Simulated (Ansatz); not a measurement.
# I on Ti(0001): change of the work function, part 2 of 3

How does I on the fcc site change the work function of Ti(0001) as the layer fills?

Ansatz 0.2.0; plane-wave DFT, PBE, Ansatz PAW.

So far, work function, upper face (eV): step 2 (the clean slab) 4.37.

## (3) The covered slab, k-mesh 6×6×1, coverage 0.25 ML

System of this step: I/Ti(0001). The cell holds 17 atoms: 16 Ti and 1 I. Its edges and angles: a = 5.900 Å, b = 5.900 Å, c = 27.487 Å, α = 90.0°, β = 90.0°, γ = 60.0°. Vacuum lies along c.

The clean slab as it ended is repeated in the plane and the adsorbate is set on one face; the cell's size fixes the coverage, and the k-mesh shrinks with it to keep the sampling density about even. Adsorbate and upper layers relax, since the dipole depends on the height.

File input.yaml:

```yaml
crystal:
  lattice:
    - [5.9, 0.0, 0.0]
    - [2.95, 5.1095498824, 0.0]
    - [0.0, 0.0, 27.4871546599]
  atoms:
    - { symbol: Ti, position: [0.3333333333, 0.3333333333, 0.3274256689] }
    - { symbol: Ti, position: [0.0, 0.0, 0.4126400182] }
    - { symbol: Ti, position: [0.3333333333, 0.3333333333, 0.5003283942] }
    - { symbol: Ti, position: [0.0, 0.0, 0.5792261524] }
    - { symbol: Ti, position: [0.3333333333, 0.8333333333, 0.3274256689] }
    - { symbol: Ti, position: [0.0, 0.5, 0.4126400182] }
    - { symbol: Ti, position: [0.3333333333, 0.8333333333, 0.5003283942] }
    - { symbol: Ti, position: [0.0, 0.5, 0.5792261524] }
    - { symbol: Ti, position: [0.8333333333, 0.3333333333, 0.3274256689] }
    - { symbol: Ti, position: [0.5, 0.0, 0.4126400182] }
    - { symbol: Ti, position: [0.8333333333, 0.3333333333, 0.5003283942] }
    - { symbol: Ti, position: [0.5, 0.0, 0.5792261524] }
    - { symbol: Ti, position: [0.8333333333, 0.8333333333, 0.3274256689] }
    - { symbol: Ti, position: [0.5, 0.5, 0.4126400182] }
    - { symbol: Ti, position: [0.8333333333, 0.8333333333, 0.5003283942] }
    - { symbol: Ti, position: [0.5, 0.5, 0.5792261524] }
    - { symbol: I, position: [0.1666666667, 0.1666666667, 0.6725743311] }
kpoints:
  mp_grid: { grid: [6, 6, 1] }
hamiltonian:
  xc: pbe
scf:
  occupations: { method: fermi_dirac, width: 0.1 }
  convergence: { dr2_threshold: 1.0e-08 }
efield:
  axis: 3
  dipole_correction: true
  ramp_position: 0.97
  ramp_width: 0.06
relax:
  f_tol: 0.02
  max_steps: 60
  constraints: [{ sites: [0, 1, 4, 5, 8, 9, 12, 13] }]
output:
  dos: { projected: true, e_range: [-8, 4] }
  write_potential: true
  write_density: true
  volumetric_format: npy
  elf: true
```

The run is started by

```bash
ansatz run input.yaml --threads 4 --pin off --max-ram 6144MiB --backend cpu --events-out ev --progress --plain --runs-dir out
```

Numbers of over 12 decimals in the logs are rounded to 6 here.

The program printed:

```text
[...]
Crystal: 17 atoms, lattice volume = 828.637 Å³
Basis set: ecut = 420 eV, 16087 PW (Γ), exchange–correlation on 80×80×384 points (8 copies of the dense FFT grid, shifted against one another)
Bands: 126, of which v1, the nominal top of the filled ones, is band 105 counted from 1 (104 counted from 0)
Symmetry: 6 space group operations
[...]
k-points: 7 of 36 (time reversal used)
[...]
SCF iter   1: F=—  HF=-47502.782798 eV  |F-HF|=—  |Δ(HF+E_count)|=         —  Δρ=7.25e-3  dr2=8.36e0  ethr=1.77e-3  p=0.036 e·Å  D=7.86e-3 V/Å  ΔV_dip=-0.22 eV  dr2_dipole=3.05e0  V_vac-E_F(+/−)=3.80/4.02 eV  ⟨swp⟩=10.4  Hψ=4160  notcnv=0
[...]
SCF iter  11: F=-47502.694010 eV  HF=-47502.694010 eV  |F-HF|=6.95e-9  |Δ(HF+E_count)|=   1.02e-8  Δρ=3.07e-7  dr2=1.48e-9  ethr=4.78e-12  p=0.030 e·Å  D=6.58e-3 V/Å  ΔV_dip=-0.18 eV  dr2_dipole=1.99e-11  V_vac-E_F(+/−)=4.23/4.41 eV  ⟨swp⟩=10.4  Hψ=5572  notcnv=0
SCF 1 converged in 11 iterations: F = -47502.694010 eV  dr2 = 1.48e-9
[...]
relax step   1: F+E_penalty+E_count = -47502.69400998 eV  Δ(F+E_penalty+E_count) = +0.000e0 eV  max|allowed force component| = 1.086e0 eV/Å  Δτ_max = 0.0000 Å  (11 SCF iters, accepted)
[...]
SCF iter  11: F=-47502.952910 eV  HF=-47502.952910 eV  |F-HF|=5.49e-9  |Δ(HF+E_count)|=   9.63e-9  Δρ=2.86e-7  dr2=1.25e-9  ethr=4.78e-12  p=0.061 e·Å  D=1.33e-2 V/Å  ΔV_dip=-0.36 eV  dr2_dipole=3.11e-11  V_vac-E_F(+/−)=4.05/4.42 eV  ⟨swp⟩=9.9  Hψ=5391  notcnv=0
SCF 2 converged in 11 iterations: F = -47502.952910 eV  dr2 = 1.25e-9
relax step   2: F+E_penalty+E_count = -47502.95290953 eV  Δ(F+E_penalty+E_count) = -2.589e-1 eV  max|allowed force component| = 4.866e-1 eV/Å  Δτ_max = 0.1997 Å  (11 SCF iters, accepted)
[...]
SCF iter  10: F=-47502.986914 eV  HF=-47502.986914 eV  |F-HF|=5.15e-9  |Δ(HF+E_count)|=   2.45e-8  Δρ=3.02e-7  dr2=1.72e-9  ethr=4.78e-12  p=0.088 e·Å  D=1.92e-2 V/Å  ΔV_dip=-0.53 eV  dr2_dipole=3.53e-10  V_vac-E_F(+/−)=3.89/4.42 eV  ⟨swp⟩=10.7  Hψ=5831  notcnv=0
SCF 3 converged in 10 iterations: F = -47502.986914 eV  dr2 = 1.72e-9
relax step   3: F+E_penalty+E_count = -47502.98691448 eV  Δ(F+E_penalty+E_count) = -3.400e-2 eV  max|allowed force component| = 2.376e-1 eV/Å  Δτ_max = 0.1702 Å  (10 SCF iters, accepted)
[...]
relax step   4: F+E_penalty+E_count = -47502.99235186 eV  Δ(F+E_penalty+E_count) = -5.437e-3 eV  max|allowed force component| = 3.042e-2 eV/Å  Δτ_max = 0.0511 Å  (9 SCF iters, accepted)
SCF iter   1: F=—  HF=-47502.992474 eV  |F-HF|=—  |Δ(HF+E_count)|=         —  Δρ=3.58e-4  dr2=8.11e-3  ethr=1.52e-5  p=0.082 e·Å  D=1.78e-2 V/Å  ΔV_dip=-0.49 eV  dr2_dipole=1.84e-3  V_vac-E_F(+/−)=3.93/4.42 eV  ⟨swp⟩=2.0  Hψ=1352  notcnv=0
[...]
SCF iter   7: F=-47502.992609 eV  HF=-47502.992609 eV  |F-HF|=5.77e-9  |Δ(HF+E_count)|=   5.10e-8  Δρ=4.97e-7  dr2=3.90e-9  ethr=4.78e-12  p=0.083 e·Å  D=1.80e-2 V/Å  ΔV_dip=-0.50 eV  dr2_dipole=1.19e-9  V_vac-E_F(+/−)=3.92/4.42 eV  ⟨swp⟩=11.4  Hψ=6324  notcnv=0
SCF 5 converged in 7 iterations: F = -47502.992609 eV  dr2 = 3.90e-9
relax step   5: F+E_penalty+E_count = -47502.99260908 eV  Δ(F+E_penalty+E_count) = -2.572e-4 eV  max|allowed force component| = 7.627e-3 eV/Å  Δτ_max = 0.0072 Å  (7 SCF iters, accepted)
NSCF: frozen V_eff on 7 k-points
[...]
WARN: The output density's exchange-correlation potential varies sharply where the density is thin. Do not read a vacuum level from v_tot or v_xc, or from such a field of the output density. On a cell that repeats whose density bears no net charge and no dipole along the vacuum's axis use v_es (v_loc + v_h of the components); under efield.dipole_correction with no amplitude use v_es + v_field, which holds any externa [...]
SCF converged after 7 iterations
Free energy (F): -47502.992609 eV
[...]
Internal energy: -47502.027994 eV  (E = F + TS)
E sigma→0 (E₀):  -47502.510301 eV
Entropy (-TS):   -0.964615 eV (-56.742 meV/atom)
Fermi energy:    2.374359 eV
Dipole field:    D = 0.018058 V/Å  (p = 0.082694 e·Å, saw-weighted, corrected)
Work function:   Φ+ = 3.9229 eV   Φ− = 4.4192 eV
[...]
--- Forces (eV/Å), atoms counted from 1 ---
  atom   1  Ti    -0.00049405    -0.00028524     0.60837679
  atom   2  Ti     0.07158410     0.04132910    -0.61496715
  atom   3  Ti    -0.00019452    -0.00011230     0.00103532
  atom   4  Ti     0.00268841     0.00155215    -0.00301208
  atom   5  Ti     0.00000000     0.00057048     0.60837679
  atom   6  Ti    -0.00000000    -0.08265820    -0.61496715
  atom   7  Ti     0.00000000     0.00022461     0.00103532
  atom   8  Ti    -0.00000000    -0.00310431    -0.00301208
  atom   9  Ti     0.00049405    -0.00028524     0.60837679
  atom  10  Ti    -0.07158410     0.04132910    -0.61496715
  atom  11  Ti     0.00019452    -0.00011230     0.00103532
  atom  12  Ti    -0.00268841     0.00155215    -0.00301208
  atom  13  Ti     0.00000000     0.00000000     0.53605367
  atom  14  Ti    -0.00000000    -0.00000000    -0.51180907
  atom  15  Ti    -0.00000000     0.00000000    -0.00456627
  atom  16  Ti    -0.00000000     0.00000000     0.00762685
  atom  17  I     -0.00000000    -0.00000000    -0.00163582
  max |Σ_I F_I| component: 3.20e-5 eV/Å
--- Band table (eV; the first three rows and the last of 7) ---
  k-point 0: bands = [... 101 lower, 2.4105, 2.6180, 2.7470, 2.7470, 2.7881, 2.8840, 3.0172, 3.0172, ... 17 higher]
  k-point 1: bands = [... 101 lower, 2.4378, 2.5435, 2.6227, 2.6394, 2.6544, 2.7321, 2.8993, 2.9477, ... 17 higher]
  k-point 2: bands = [... 101 lower, 2.2979, 2.2984, 2.3685, 2.4237, 2.4246, 2.5524, 2.6175, 2.6818, ... 17 higher]
  k-point 6: bands = [... 101 lower, 1.8560, 2.0277, 2.0587, 2.0756, 2.1161, 2.2527, 2.3275, 2.3441, ... 17 higher]
--- Relaxed structure (5 steps of the walk, 5 accepted, 0 SCFs on fresh bases) ---
  F+E_penalty+E_count = -47502.99260908 eV   max|allowed force component| = 7.627e-3 eV/Å
  atoms:
    - { symbol: Ti, position: [0.333333, 0.333333, 0.3274256689] }
    - { symbol: Ti, position: [2.6667121670171395e-17, 2.66671216701714e-17, 0.412640] }
    - { symbol: Ti, position: [0.333091, 0.333091, 0.501055] }
    - { symbol: Ti, position: [-0.010170, -0.010170, 0.579123] }
    - { symbol: Ti, position: [0.333333, 0.833333, 0.3274256689] }
    - { symbol: Ti, position: [5.551115123125783e-17, 0.5, 0.412640] }
    - { symbol: Ti, position: [0.333091, 0.833818, 0.501055] }
    - { symbol: Ti, position: [-0.010170, 0.520340, 0.579123] }
    - { symbol: Ti, position: [0.833333, 0.333333, 0.3274256689] }
    - { symbol: Ti, position: [0.5, 2.66671216701714e-17, 0.412640] }
    - { symbol: Ti, position: [0.833818, 0.333091, 0.501055] }
    - { symbol: Ti, position: [0.520340, -0.010170, 0.579123] }
    - { symbol: Ti, position: [0.833333, 0.833333, 0.3274256689] }
    - { symbol: Ti, position: [0.500000, 0.5, 0.412640] }
    - { symbol: Ti, position: [0.833333, 0.833333, 0.496457] }
    - { symbol: Ti, position: [0.500000, 0.5, 0.580875] }
    - { symbol: I, position: [0.166667, 0.166667, 0.660714] }
```

Elapsed: 1.7 min, on 4 threads of Arm Neoverse V2, shared host; peak memory 2.6 GiB.

The steps of the relaxation:

| step | energy less that of the first step (eV) | largest force component (eV/Å) |
| --- | --- | --- |
| 1 | 0.0000 | 1.0860 |
| 2 | -0.2589 | 0.4866 |
| 3 | -0.2929 | 0.2376 |
| 4 | -0.2983 | 0.0304 |
| 5 | -0.2986 | 0.0076 |

The run keeps the 6 symmetry operations that it works with, so distortions that break them were not tested.

The atoms that moved most (Å):

```csv
atom,dx,dy,dz,length
I17,0.000,0.000,-0.326,0.326
Ti15,0.000,0.000,-0.106,0.106
Ti8,0.000,0.104,-0.003,0.104
Ti12,0.090,-0.052,-0.003,0.104
Ti4,-0.090,-0.052,-0.003,0.104
Ti16,0.000,0.000,0.045,0.045
Ti7,0.000,0.002,0.020,0.020
Ti3,-0.002,-0.001,0.020,0.020
```

The relaxed structure:

```xyz
17
Lattice="5.9000 0.0000 0.0000 2.9500 5.1095 0.0000 0.0000 0.0000 27.4872" Properties=species:S:1:pos:R:3
Ti    2.9500    1.7032    9.0000
Ti    0.0000    0.0000   11.3423
Ti    2.9479    1.7019   13.7726
Ti   -0.0900   -0.0520   15.9184
Ti    4.4250    4.2580    9.0000
Ti    1.4750    2.5548   11.3423
Ti    4.4250    4.2604   13.7726
Ti    1.4750    2.6587   15.9184
Ti    5.9000    1.7032    9.0000
Ti    2.9500    0.0000   11.3423
Ti    5.9021    1.7019   13.7726
Ti    3.0400   -0.0520   15.9184
Ti    7.3750    4.2580    9.0000
Ti    4.4250    2.5548   11.3423
Ti    7.3750    4.2580   13.6462
Ti    4.4250    2.5548   15.9666
I     1.4750    0.8516   18.1611
```

This step gave:

* energy at zero smearing: -47502.5103 eV
* work function, upper face: 3.923 eV
* work function, lower face: 4.419 eV
* dipole along the normal: 0.08269 e·Å
* step between the vacuum levels: -0.4964 eV

Running mean over 2.342 Å of the planar mean; the ramp of the sawtooth is left out. The electron's electrostatic potential energy less the Fermi level by z:

| z (Å) | electron's electrostatic potential energy less the Fermi level (eV) |
| --- | --- |
| 3.5 | 4.42 |
| 4.0 | 4.42 |
| 4.5 | 4.41 |
| 5.0 | 4.40 |
| 5.5 | 4.36 |
| 6.0 | 4.24 |
| 6.5 | 3.88 |
| 7.0 | 2.90 |
| 7.5 | 0.382 |
| 8.0 | -3.13 |
| 8.5 | -5.87 |
| 9.0 | -6.74 |
| 9.5 | -6.71 |
| 10.0 | -6.59 |
| 10.5 | -6.56 |
| 11.0 | -6.59 |
| 11.5 | -6.58 |
| 12.0 | -6.43 |
| 12.5 | -6.31 |
| 13.0 | -6.36 |
| 13.5 | -6.56 |
| 14.0 | -6.87 |
| 14.5 | -7.38 |
| 15.0 | -7.51 |
| 15.5 | -7.23 |
| 16.0 | -6.92 |
| 16.5 | -6.23 |
| 17.0 | -3.97 |
| 17.5 | -1.22 |
| 18.0 | 0.509 |
| 18.5 | 1.36 |
| 19.0 | 2.13 |
| 19.5 | 2.80 |
| 20.0 | 3.44 |
| 20.5 | 3.81 |
| 21.0 | 3.90 |
| 21.5 | 3.92 |
| 22.0 | 3.92 |
| 22.5 | 3.92 |
| 23.0 | 3.92 |
| 23.5 | 3.92 |
| 24.0 | 3.92 |

The density of states has structure finer than the step of the table below, so its rows give means over 0.25 eV, whole bins alone (the curve runs from -8 to 0.87 eV). Peaks (eV: height): -0.840: 61.2, -0.780: 42.7, -0.660: 75.0, 0.210: 39.7, 0.300: 41.6, 0.720: 42.2, 0.810: 68.1.

The density of states by energy, zero at the Fermi level; means over each step:

```csv
energy (eV),density of states (states/eV a cell)
-6.00,0
-5.75,0.541
-5.50,1.21
-5.25,1.46
-5.00,3.00
-4.75,4.90
-4.50,4.11
-4.25,7.04
-4.00,10.5
-3.75,5.35
-3.50,3.25
-3.25,4.25
-3.00,4.28
-2.75,10.9
-2.50,6.63
-2.25,17.8
-2.00,18.4
-1.75,21.3
-1.50,17.5
-1.25,18.3
-1.00,19.8
-0.75,41.0
-0.50,15.2
-0.25,22.9
0.00,30.5
0.25,32.1
0.50,31.5
```

Projected DOS per atom over height of the atomic layer and energy from the Fermi level. Layers: Ti4 Ti4 Ti4 Ti4 I from below.

Ten even steps from '_' (0.0 states/eV) to '@' (4.6 states/eV), each cell a mean:
```
++====++__
**--::--__
++::::--__
----::--__
--::----__
::::::::__
::::--::__
..::::..__
__....____
__________
__________
________**
________@@
________==
________::
__________
__________
__________
__________
__________
__________
__________
```
Columns: height of the atomic layer (Å) from 9 to 18.2; rows upwards: energy from the Fermi level (eV) from -7.96 to 0.845.

Electrostatic potential energy in the ca plane at fractional y = 0.000, with atoms of Ti within 0.2 Å of it. With pseudopotentials it is smooth inside the atoms' cores, unlike the true potential.

Ten even steps from '0' (-35 eV) to '9' (6 eV), each cell a mean:
```
99985000168999997200027999999999999999999999
88887312478888888521258999999999999999999999
67888766888766788865689999999999999999999999
46899888998754689888889999999999999999999999
56899888898755688877789999999999999999999999
78888544688877888642468999999999999999999999
88986100378988997300037999999999999999999999
99984000158999997200027899999999999999999999
99985000168999997300037899999999999999999999
88887312478888888643468887789999999999999999
67888766889876688877788764578999999999999999
46899888999754578998888743468999999999999999
56899888899865678988888754468999999999999999
78888544689877788765678876689999999999999999
88986100378998898510158888899999999999999999
99984000158999997200027899999999999999999999
```
Columns run along c (16.0 Å, from fractional 0.33 to 0.91 of the cell; values clipped at the 3rd and 97th percentile), rows up along a (5.9 Å). Atoms in or near the plane, at fractional coordinates: Ti at (0.41, 0.00), Ti at (0.58, 0.99), Ti at (0.41, 0.50), Ti at (0.58, 0.52).

ELF in the ca plane at fractional y = 0.000, with atoms of Ti within 0.2 Å of it. It is the smooth field of the valence electrons, not physical close to the nuclei.

Ten even steps from '0' (0.00) to '9' (0.78), each cell a mean:
```
67733745624777872562661122332100000000000000
23431466323323452267631111000000000000000000
21243222233112123223222321000000000000000000
32145433453123125532345531000000000000000000
31244322343122124322234421000000000000000000
22332244223212233245421110000000000000000000
45632677524555662475750011111000000000000000
88734713734889972650571135554210000000000000
67733745624777873475751489987531000000000000
23431466314432343246413899999742000000000000
21233222234112123322126888899853100000000000
32145433454123213543237887899863100000000000
31244322344112213432127888899863100000000000
22332244224212233223214898999852100000000000
45632677524655663367732699998641000000000000
88734713734889982552661257775421000000000000
```
Columns run along c (16.0 Å, from fractional 0.33 to 0.91 of the cell), rows up along a (5.9 Å). Atoms in or near the plane, at fractional coordinates: Ti at (0.41, 0.00), Ti at (0.58, 0.99), Ti at (0.41, 0.50), Ti at (0.58, 0.52).

Valence density in the ca plane at fractional y = 0.000, with atoms of Ti within 0.2 Å of it. It is the smooth field of the valence electrons, not physical close to the nuclei.

Ten steps, logarithmic in the rise over the least value, from '0' (0.00 × 1e0 e/Å³) to '9' (9.86 × 1e0 e/Å³), each cell a mean:
```
22224899732222223699962100000000000000000000
22223576422222222478741100000000000000000000
33222233222233222234321000000000000000000000
43222222222244322222221000000000000000000000
43222222222233322223221000000000000000000000
32222455322223222356531000000000000000000000
22223788632222222589852100000000000000000000
22225899742222223699962111000000000000000000
22224899732222222589852222210000000000000000
22223576422222222356532233321000000000000000
33222233222233322222222344432100000000000000
43222222222234322222122345432100000000000000
43222222222234322222222344432100000000000000
32222455322223222234322334331100000000000000
22223788632222222478742222221000000000000000
22225899742222223699962111110000000000000000
```
Columns run along c (16.0 Å, from fractional 0.33 to 0.91 of the cell), rows up along a (5.9 Å). Atoms in or near the plane, at fractional coordinates: Ti at (0.41, 0.00), Ti at (0.58, 0.99), Ti at (0.41, 0.50), Ti at (0.58, 0.52).

The relaxation took 5 steps and lowered the energy by 0.30 eV; the largest force on the free atoms ends at 0.0076 eV/Å.

By hand: a sheet of dipoles makes a step −p/(ε₀A) in the electron's potential. With e/ε₀ = 180.95 V·Å, p = 0.08269 e·Å and A = 30.15 Å², that is −180.95 × (0.08269) / 30.15 = -0.496 eV, and the two vacuum levels of the run differ by -0.496 eV.

The covered face has 3.92 eV, -0.45 eV against the clean one; the bare back face has moved by -0.00 eV, a measure of how thin the slab is.

[end of part 2 of 3]

[Logs are printed without paths, hosts, clocks, repeated set-up lines and the standing remarks that a program may print on its own settings, such as how far it seeks lower states.]

[Hosts, paths, dates, database ids (printed as entryN), source tags and the programs' standing remarks are cut or masked in the printed files.]

[Maps of the electrostatic potential energy from Ansatz leave out the sawtooth potential of an applied field or a dipole correction, so their vacuum need not be flat; planar profiles and work functions include it.]

[The density of states shown here was stored with 400 of the rows of the run's finer table, so its peaks can read low, often by over a quarter, or be missed, and its means over a window can be off by a tenth or more.]
